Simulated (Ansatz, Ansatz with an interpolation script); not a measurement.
**SiO2 (Imma): quasiparticle bands by Wannier interpolation**

G0W0 gives levels on a mesh alone; what do the bands of SiO2 (Imma) look like between the points?

Method: LDA, Wannier functions and G0W0, plane waves, PAW, in Ansatz 0.2.0.

Most raw output is cut from this account.

### Step 1. Set-up

Symmetry: Imma, No. 74, orthorhombic system. Conventional cell: a = 5.247 Å, b = 9.554 Å, c = 8.883 Å, α = 90.00°, β = 90.00°, γ = 90.00°. Nearest to Si lie 4 O at 1.60 to 1.61 Å. O has 2 Si at 1.61 Å nearest. Nearest to O lie 2 Si at 1.61 Å. Nearest to O lie 2 Si at 1.60 Å. Farther neighbours and most contacts between anions are not listed.

Structure file:

```cif
data_structure
_symmetry_space_group_name_H-M 'Imma'
_symmetry_Int_Tables_number 74
_cell_length_a 5.2467
_cell_length_b 9.5535
_cell_length_c 8.8833
_cell_angle_alpha 90.000
_cell_angle_beta 90.000
_cell_angle_gamma 90.000
_cell_volume 445.27
loop_
_atom_site_label
_atom_site_type_symbol
_atom_site_symmetry_multiplicity
_atom_site_Wyckoff_symbol
_atom_site_fract_x
_atom_site_fract_y
_atom_site_fract_z
_atom_site_occupancy
Si1 Si 8 h 0.00000 0.08460 0.84494 1
O1 O 4 e 0.50000 0.75000 0.38069 1
O2 O 8 g 0.75000 0.04318 0.75000 1
O3 O 4 a 0.00000 0.00000 0.00000 1
```

The cell and positions are those that the Materials Project relaxed with its own functionals (PBE, PBE+U or r2SCAN), kept fixed. The default PAW set here is soft_2. Its files were made with PBE.

### Step 2. LDA bands

The cheap functional maps the bands first; the places of the edges decide which points the dearer methods must see.

This step: DFT, LDA, plane waves, PAW.

The input, input.yaml:

```yaml
crystal:
  lattice:
    - [-2.62333646, 4.776753505, 4.441674725]
    - [2.62333646, -4.776753505, 4.441674725]
    - [2.62333646, 4.776753505, -4.441674725]
  atoms:
    - { symbol: Si, position: [0.9295488, 0.84494489, 0.08460391] }
    - { symbol: Si, position: [0.73965902, 0.15505511, 0.58460391] }
    - { symbol: Si, position: [0.0704512, 0.15505511, 0.91539609] }
    - { symbol: Si, position: [0.26034098, 0.84494489, 0.41539609] }
    - { symbol: O, position: [0.13068887, 0.88068887, 0.25] }
    - { symbol: O, position: [0.86931113, 0.11931113, 0.75] }
    - { symbol: O, position: [0.79317541, 0.5, 0.79317541] }
    - { symbol: O, position: [0.20682459, 0.0, 0.70682459] }
    - { symbol: O, position: [0.20682459, 0.5, 0.20682459] }
    - { symbol: O, position: [0.79317541, 0.0, 0.29317541] }
    - { symbol: O, position: [0.0, 0.0, 0.0] }
    - { symbol: O, position: [0.5, 0.0, 0.5] }
kpoints:
  mp_grid: { grid: [4, 4, 4] }
  band_path:
    path:
      - [[0.0, 0.0, 0.0], [0.5, -0.5, 0.5], [0.32540191, -0.32540191, 0.67459809]]
      - [[-0.32540191, 0.32540191, 0.32540191], [0.0, 0.0, 0.0], [0.46615628, 0.46615628, -0.46615628]]
      - [[0.53384372, -0.46615628, 0.46615628], [0.5, -0.5, 0.5]]
      - [[0.0, 0.0, 0.0], [0.0, 0.5, 0.0], [0.25, 0.25, 0.25], [0.5, 0.0, 0.0], [0.0, 0.0, 0.0], [0.0, 0.0, 0.5], [0.25, 0.25, 0.25]]
    npoints: 10
hamiltonian:
  xc: lda
scf:
  occupations: { method: fermi_dirac, width: 0.02 }
  n_extra_bands: 118
output:
  eigenvalues: true
  fatbands: true
```

Command:

```
$ ansatz run input.yaml --threads 16 --pin off --max-ram 64512MiB --backend cuda --events-out ev --progress --plain --runs-dir out --devices 1 --max-vram 78GiB
```

The job ended after 5 s (1 × NVIDIA GB200 (shared by 2 runs) with 16 threads of Arm Neoverse V2, shared host; peak memory 1.1 GiB; 54 s of CPU time).

Numbers from this step:

* filled bands: 32
* gap: 5.418 eV
* valence top at: Γ
* conduction bottom at: Γ
* least direct gap: 5.418 eV

The gap is direct, at Γ.

The electronic bands at the labelled points (eV, zero at the top of the highest nominally filled band):

```
     point  band 29  band 30  band 31  band 32  band 33  band 34  band 35  band 36
         Γ    -1.06    -0.72    -0.43     0.00     5.42     8.39     8.59     8.79
   halfway    -0.63    -0.56    -0.31    -0.01     6.01     7.97     7.97     8.65
         X    -0.56    -0.24    -0.21    -0.02     7.33     7.39     7.69     7.83
   halfway    -0.80    -0.28    -0.20    -0.20     7.54     7.61     7.84     7.99
        F0    -1.20    -0.59    -0.48    -0.18     7.96     8.11     8.13     8.36
jump to Σ0    -1.20    -0.59    -0.48    -0.18     7.96     8.11     8.13     8.36
   halfway    -1.30    -0.93    -0.53    -0.27     6.27     8.48     8.95     9.16
         Γ    -1.06    -0.72    -0.43     0.00     5.42     8.39     8.59     8.79
   halfway    -0.57    -0.49    -0.42    -0.12     6.01     7.93     8.01     8.75
        Λ0    -0.56    -0.24    -0.21    -0.03     7.28     7.40     7.63     7.94
jump to G0    -0.56    -0.24    -0.21    -0.03     7.28     7.40     7.63     7.94
   halfway    -0.56    -0.24    -0.21    -0.03     7.32     7.39     7.67     7.87
         X    -0.56    -0.24    -0.21    -0.02     7.33     7.39     7.69     7.83
 jump to Γ    -1.06    -0.72    -0.43     0.00     5.42     8.39     8.59     8.79
   halfway    -0.97    -0.97    -0.39    -0.27     6.10     8.35     8.76     8.90
         R    -0.89    -0.85    -0.74    -0.20     7.58     7.74     8.38     8.40
   halfway    -0.89    -0.86    -0.62    -0.26     7.69     7.80     8.23     8.26
         W    -0.88    -0.88    -0.41    -0.41     7.91     7.91     8.03     8.03
   halfway    -0.75    -0.73    -0.39    -0.29     6.86     7.24     8.78     8.83
         S    -0.56    -0.54    -0.31    -0.14     6.38     6.91     8.45     8.93
   halfway    -0.75    -0.63    -0.40    -0.05     5.74     7.78     8.56     8.77
         Γ    -1.06    -0.72    -0.43     0.00     5.42     8.39     8.59     8.79
   halfway    -1.15    -0.81    -0.34    -0.32     6.09     8.39     8.78     8.93
         T    -0.98    -0.98    -0.40    -0.40     7.61     7.61     8.84     8.84
   halfway    -0.93    -0.93    -0.40    -0.40     7.70     7.70     8.41     8.41
         W    -0.88    -0.88    -0.41    -0.41     7.91     7.91     8.03     8.03
```

### Step 3. Wannier functions (O:2p Si:3s Si:3p) on 8×8×8

Localised functions give a small Hamiltonian that interpolates between mesh points at no cost.

This step: maximally localised Wannier functions, LDA, plane waves, PAW.

input.yaml, the sections that differ from step 2:

```yaml
kpoints:
  mp_grid: { grid: [4, 4, 4] }
scf:
  occupations: { method: fixed }
  n_extra_bands: 118
output:
  wannier:
    kmesh: [8, 8, 8]
    projections:
      - { species: O, l: p, shell: 2 }
      - { species: Si, l: s, shell: 3 }
      - { species: Si, l: p, shell: 3 }
    minimise: true
    write_hr: true
    seedname: w
    conv_tol: 1.0e-06
    max_iter: 20000
    stability_check: false
    disentanglement:
      window: [-10.97, 13.76]
      frozen_window: [-10.97, 7.59]
      conv_tol: 1.0e-08
# crystal, hamiltonian: as in step 2
```

Elapsed: 20 s, on 1 × NVIDIA GB200 (shared by 2 runs) with 16 threads; peak memory 3 GiB.

Numbers from this step:

```
gauge-invariant spread     : 53.37 Å²
diagonal spread            : 0.06316 Å²
off-diagonal spread        : 13.03 Å²
total spread               : 66.46 Å²
least projectability       : 0.1818
localisation steps         : 163
disentanglement steps      : 525
r.m.s. interpolation error : 7.45e-4 eV
r.m.s. error near the gap  : 0.001130 eV
```

Near the gap the model misses directly solved bands by 1.1 meV r.m.s. and by 13 meV at most in the window tested. This tests the starting bands, not the corrections carried with them.

Wannier functions, by row:

```
function   x (Å)   y (Å)   z (Å)  spread (Å²)  nearest atom  distance (Å)
       1   2.623  -2.388   3.421        0.795            O5          0.04
       2   2.623  -2.388   3.362        0.863            O5          0.02
       3   2.623  -2.388   3.364        0.868            O5         0.018
       4       0   7.165    1.02        0.795            O6          0.04
       5       0   7.165    1.08        0.863            O6          0.02
       6       0   7.165   1.078        0.868            O6         0.018
       7   1.312   5.209   2.221        0.883            O7          0.02
       8   1.312   5.212   2.221        0.818            O7         0.022
       9   1.312   5.154   2.221        0.786            O7         0.036
      10   1.312   4.345  -2.221        0.883            O8          0.02
      11   1.312   4.342  -2.221        0.818            O8         0.022
      12   1.312     4.4  -2.221        0.786            O8         0.036
      13   1.312  -0.432   2.221        0.883            O9          0.02
      14   1.312  -0.435   2.221        0.818            O9         0.022
      15   1.312  -0.377   2.221        0.786            O9         0.036
      16  -1.312   5.209   2.221        0.883           O10          0.02
      17  -1.312   5.212   2.221        0.818           O10         0.022
      18  -1.312   5.154   2.221        0.786           O10         0.036
      19       0       0       0        0.831           O11             0
      20       0       0       0        0.746           O11             0
      21       0       0       0        0.798           O11             0
      22       0   4.777       0        0.831           O12             0
      23       0   4.777       0        0.746           O12             0
      24       0   4.777       0        0.798           O12             0
      25       0   1.105   8.234        3.433           Si1         0.786
      26       0   5.882    0.65        3.433           Si2         0.786
      27   2.623   3.672  -3.792        3.433           Si3         0.786
      28   2.623  -1.105   3.792        3.433           Si4         0.786
      29       0   1.424   6.484        2.059           Si1         1.193
      30       0   1.169   8.231        3.558           Si1          0.81
      31       0  -0.642   7.225        2.627           Si1         1.477
      32       0     6.2   2.399        2.059           Si2         1.193
      33       0   5.946   0.652        3.558           Si2          0.81
      34       0   4.135   1.658        2.627           Si2         1.477
      35   2.623   3.353  -2.043        2.059           Si3         1.193
      36   2.623   3.608  -3.789        3.558           Si3          0.81
      37   2.623   5.419  -2.783        2.627           Si3         1.477
      38   2.623  -1.424   2.043        2.059           Si4         1.193
      39   2.623  -1.169   3.789        3.558           Si4          0.81
      40   2.623   0.642   2.783        2.627           Si4         1.477
```

Frozen up to 8.42 eV; above it the model need not follow the bands. Electronic bands along the path, in eV, zero at the valence-band top:

```csv
point,band 29,band 30,band 31,band 32,band 33,band 34,band 35,band 36
Γ,-1.06,-0.72,-0.43,0.00,5.42,8.39,8.82,9.11
halfway,-0.63,-0.56,-0.31,-0.01,6.01,7.97,7.97,8.97
X,-0.56,-0.24,-0.21,-0.02,7.33,7.39,7.69,7.83
halfway,-0.80,-0.28,-0.20,-0.20,7.54,7.62,7.84,8.00
F0,-1.20,-0.59,-0.48,-0.18,7.95,8.12,8.13,8.37
jump to Σ0,-1.20,-0.59,-0.48,-0.18,7.95,8.12,8.13,8.37
halfway,-1.30,-0.93,-0.53,-0.27,6.27,8.48,9.17,9.24
Γ,-1.06,-0.72,-0.43,0.00,5.42,8.39,8.82,9.11
halfway,-0.57,-0.49,-0.42,-0.12,6.01,7.93,8.00,8.79
Λ0,-0.56,-0.24,-0.21,-0.03,7.28,7.40,7.63,7.94
jump to G0,-0.56,-0.24,-0.21,-0.03,7.28,7.40,7.63,7.94
halfway,-0.56,-0.24,-0.21,-0.03,7.32,7.39,7.67,7.87
X,-0.56,-0.24,-0.21,-0.02,7.33,7.39,7.69,7.83
jump to Γ,-1.06,-0.72,-0.43,0.00,5.42,8.39,8.82,9.11
halfway,-0.97,-0.97,-0.39,-0.27,6.10,8.35,8.77,9.16
R,-0.89,-0.85,-0.74,-0.20,7.58,7.74,8.38,8.40
halfway,-0.89,-0.86,-0.62,-0.26,7.69,7.80,8.23,8.26
W,-0.88,-0.88,-0.41,-0.41,7.91,7.91,8.03,8.03
halfway,-0.75,-0.73,-0.39,-0.29,6.86,7.24,8.84,8.96
S,-0.56,-0.54,-0.31,-0.14,6.38,6.91,8.46,9.06
halfway,-0.75,-0.63,-0.40,-0.05,5.74,7.78,8.57,9.02
Γ,-1.06,-0.72,-0.43,0.00,5.42,8.39,8.82,9.11
halfway,-1.15,-0.81,-0.34,-0.32,6.09,8.39,8.82,9.10
T,-0.98,-0.98,-0.40,-0.40,7.61,7.61,8.85,8.85
halfway,-0.93,-0.93,-0.40,-0.40,7.70,7.70,8.41,8.41
W,-0.88,-0.88,-0.41,-0.41,7.91,7.91,8.03,8.03
```

The same for Kohn-Sham, solved directly:

```
point  band 29  band 30  band 31  band 32  band 33  band 34  band 35  band 36
    Γ    -1.06    -0.72    -0.43     0.00     5.42     8.39     8.59     8.79
    X    -0.56    -0.24    -0.21    -0.02     7.33     7.39     7.69     7.83
   F0    -1.20    -0.59    -0.48    -0.18     7.96     8.11     8.13     8.36
   Σ0    -1.20    -0.59    -0.48    -0.18     7.96     8.11     8.13     8.36
    Γ    -1.06    -0.72    -0.43     0.00     5.42     8.39     8.59     8.79
   Λ0    -0.56    -0.24    -0.21    -0.03     7.28     7.40     7.63     7.94
   G0    -0.56    -0.24    -0.21    -0.03     7.28     7.40     7.63     7.94
    X    -0.56    -0.24    -0.21    -0.02     7.33     7.39     7.69     7.83
    Γ    -1.06    -0.72    -0.43     0.00     5.42     8.39     8.59     8.79
    R    -0.89    -0.85    -0.74    -0.20     7.58     7.74     8.38     8.40
    W    -0.88    -0.88    -0.41    -0.41     7.91     7.91     8.03     8.03
    S    -0.56    -0.54    -0.31    -0.14     6.38     6.91     8.45     8.93
    Γ    -1.06    -0.72    -0.43     0.00     5.42     8.39     8.59     8.79
    T    -0.98    -0.98    -0.40    -0.40     7.61     7.61     8.84     8.84
```

### Step 4. G0W0 at every point of the mesh: 4×4×4 mesh, 1429 empty bands, screening to 200 eV

Now the one-shot GW correction: screening in the RPA, then the self-energy of the levels asked for.

This step: G0W0 on LDA, plane waves, PAW.

input.yaml, the sections that differ from step 3:

```yaml
scf:
  occupations: { method: fixed }
gw:
  n_empty_bands: 1429
  ecut_chi: 200.0
  qp_bands: [v24, c4]
  screening: { model: contour_deformation }
# crystal, kpoints, hamiltonian: as in step 3
# output: removed
```

Elapsed: 3.5 min, on 1 × NVIDIA GB200 (shared by 2 runs) with 16 threads; peak memory 5.5 GiB; 9 min of CPU time.

Numbers from this step:

- bands summed: 1461
- RPA ε∞ on this mesh (eigenvalues): 1.875, 1.902, 1.932
- plane waves in the screening matrix: 1407
- q-points in the mesh: 64
- G0W0 gap on the mesh: 8.773 eV
- k of the valence top: 0, 0, 0
- k of the conduction bottom: 0, 0, 0
- starting gap on the mesh: 5.418 eV
- Z at the valence top: 0.8051
- Z at the conduction bottom: 0.8880
- least direct G0W0 gap on the computed points: 8.773 eV

The gap on the mesh goes from 5.42 eV to 8.77 eV, a correction of +3.35 eV. Between the two edge states, bare exchange in place of the xc potential would open the gap by 9.78 eV, and correlation takes back 6.42 eV.

### Step 5. Interpolating the corrections

A script adds the corrections, carried to the Wannier functions and back, to the LDA levels, along the path and on a 13×13×13 mesh.

| Item | Value |
| --- | --- |
| G0W0 gap over the zone | 8.773 eV |
| valence top at | Γ |
| conduction bottom at | Γ |
| starting gap over the zone | 5.418 eV |
| least direct G0W0 gap | 8.773 eV |
| G0W0 gap on the mesh | 8.773 eV |
| valence width, start | 9.991 eV |
| valence width, G0W0 | 10.40 eV |
| gap by a rigid shift | 8.773 eV |

Levels solved directly plus the interpolated quasiparticle correction. Limits: finite bands, cutoff and mesh. The quasiparticle bands at the labelled points (eV, zero at the valence-band top of each set):

```csv
point,band 29,band 30,band 31,band 32,band 33
Γ,-1.17,-0.78,-0.46,0.00,8.77
halfway,-0.69,-0.62,-0.34,-0.01,9.42
X,-0.62,-0.26,-0.23,-0.02,10.97
halfway,-0.89,-0.31,-0.22,-0.21,11.00
F0,-1.32,-0.66,-0.53,-0.20,11.25
jump to Σ0,-1.32,-0.66,-0.53,-0.20,11.25
halfway,-1.44,-1.02,-0.60,-0.29,9.63
Γ,-1.17,-0.78,-0.46,0.00,8.77
halfway,-0.62,-0.53,-0.46,-0.13,9.41
Λ0,-0.62,-0.27,-0.22,-0.03,10.80
jump to G0,-0.62,-0.27,-0.22,-0.03,10.80
halfway,-0.62,-0.26,-0.23,-0.03,10.91
X,-0.62,-0.26,-0.23,-0.02,10.97
jump to Γ,-1.17,-0.78,-0.46,0.00,8.77
halfway,-1.07,-1.06,-0.44,-0.30,9.49
R,-0.99,-0.94,-0.81,-0.22,11.04
halfway,-0.99,-0.95,-0.68,-0.28,11.20
W,-0.97,-0.97,-0.45,-0.45,11.42
halfway,-0.83,-0.81,-0.42,-0.32,10.30
S,-0.61,-0.59,-0.34,-0.16,9.93
halfway,-0.82,-0.68,-0.43,-0.06,9.13
Γ,-1.17,-0.78,-0.46,0.00,8.77
halfway,-1.26,-0.89,-0.38,-0.35,9.48
T,-1.09,-1.09,-0.43,-0.43,11.07
halfway,-1.03,-1.03,-0.44,-0.44,11.22
W,-0.97,-0.97,-0.45,-0.45,11.42
```

The same for LDA:

| point | band 29 | band 30 | band 31 | band 32 | band 33 |
| --- | --- | --- | --- | --- | --- |
| Γ | -1.06 | -0.72 | -0.43 | 0.00 | 5.42 |
| X | -0.56 | -0.24 | -0.21 | -0.02 | 7.33 |
| F0 | -1.20 | -0.59 | -0.48 | -0.18 | 7.96 |
| Σ0 | -1.20 | -0.59 | -0.48 | -0.18 | 7.96 |
| Γ | -1.06 | -0.72 | -0.43 | 0.00 | 5.42 |
| Λ0 | -0.56 | -0.24 | -0.21 | -0.03 | 7.28 |
| G0 | -0.56 | -0.24 | -0.21 | -0.03 | 7.28 |
| X | -0.56 | -0.24 | -0.21 | -0.02 | 7.33 |
| Γ | -1.06 | -0.72 | -0.43 | 0.00 | 5.42 |
| R | -0.89 | -0.85 | -0.74 | -0.20 | 7.58 |
| W | -0.88 | -0.88 | -0.41 | -0.41 | 7.91 |
| S | -0.56 | -0.54 | -0.31 | -0.14 | 6.38 |
| Γ | -1.06 | -0.72 | -0.43 | 0.00 | 5.42 |
| T | -0.98 | -0.98 | -0.40 | -0.40 | 7.61 |

Minima of the lowest conduction band, from levels solved directly at the displaced points, plus the interpolated correction; masses are left empty at degenerate points, on flat bands and where the interpolated correction rules the curvature; G0W0 masses are rough. Conduction valleys, by row:

| point | k (reciprocal lattice) | valleys in the zone | G0W0 level above the valence top (eV) | LDA level above the valence top (eV) | G0W0 principal masses (m_e) | LDA principal masses (m_e) |
| --- | --- | --- | --- | --- | --- | --- |
| Γ | 0.000 0.000 0.000 | 1 | 8.773 | 5.418 | 0.587 0.667 0.678 | 0.602 0.645 0.647 |

Second differences of levels solved directly at the displaced points, plus the interpolated correction, at the quasiparticle band edges; no spin-orbit coupling; left empty where the band is flat or the interpolated correction rules the curvature. Effective masses, by row:

```csv
carrier,point,Cartesian direction,band,LDA mass (m_e),G0W0 mass (m_e)
hole,Γ,100,32,0.857,0.764
hole,Γ,010,32,5.522,5.101
hole,Γ,001,32,1.699,1.905
hole,Γ,110,32,1.49,1.333
hole,Γ,111,32,1.416,1.356
electron,Γ,100,33,0.602,0.587
electron,Γ,010,33,0.647,0.667
electron,Γ,001,33,0.645,0.678
electron,Γ,110,33,0.623,0.625
electron,Γ,111,33,0.63,0.641
```

Corrections by starting level (eV, on the run's own energy scale, so only their differences matter):

```csv
start,correction
-9.54,−2.44
-7.80,−2.42
-6.02,−2.35
-5.63,−2.33
-5.22,−2.30
-3.32,−2.33
-2.67,−2.30
-2.30,−2.25
-2.03,−2.24
-1.77,−2.18
-1.47,−2.17
-1.00,−2.13
-0.40,−2.07
-0.10,−2.04
6.09,+1.36
8.03,+1.36
8.84,+1.79
```

### Step 6. Summary of results

```yaml
lda_gap: 5.42 eV
g0w0_gap_over_the_zone: 8.77 eV, direct
least_direct_g0w0_gap_in_the_model: 8.77 eV
gw_settings: 4×4×4 mesh, 1429 empty bands, screening to 200 eV
known_limits: not at the basis limit
```

The Wannier model follows the LDA bands to 1 meV r.m.s. near the gap. The G0W0 gap over the zone is 8.77 eV, direct, from Γ to Γ; on the mesh alone it is 8.77 eV, nearly the same. The valence width in the model goes from 9.99 eV to 10.40 eV. At the band edge the lightest electron mass is 0.60 m_e at the start and 0.59 m_e in G0W0; the G0W0 masses rest on corrections from the 4×4×4 mesh alone and are rough. Bands and cutoff are finite, so the gap is not at the basis limit. The miss can reach some tenths of an eV and take either sign; the mesh is an error of its own. Above the frozen window of the model the interpolated levels need not meet the computed ones, even at points of the mesh.

[Paths, hosts, dates, memory and timing lines, banners, echoed tables and standing remarks are left out of the program output.]

[Logs are printed without paths, hosts, clocks, repeated set-up lines and the standing remarks that a program may print on its own settings, such as how far it seeks lower states.]

[Runs of the session that timed out or met a known fault of the program may be left out.]

[Hosts, paths, dates, database ids (printed as entryN), source tags and the programs' standing remarks are cut or masked in the printed files.]
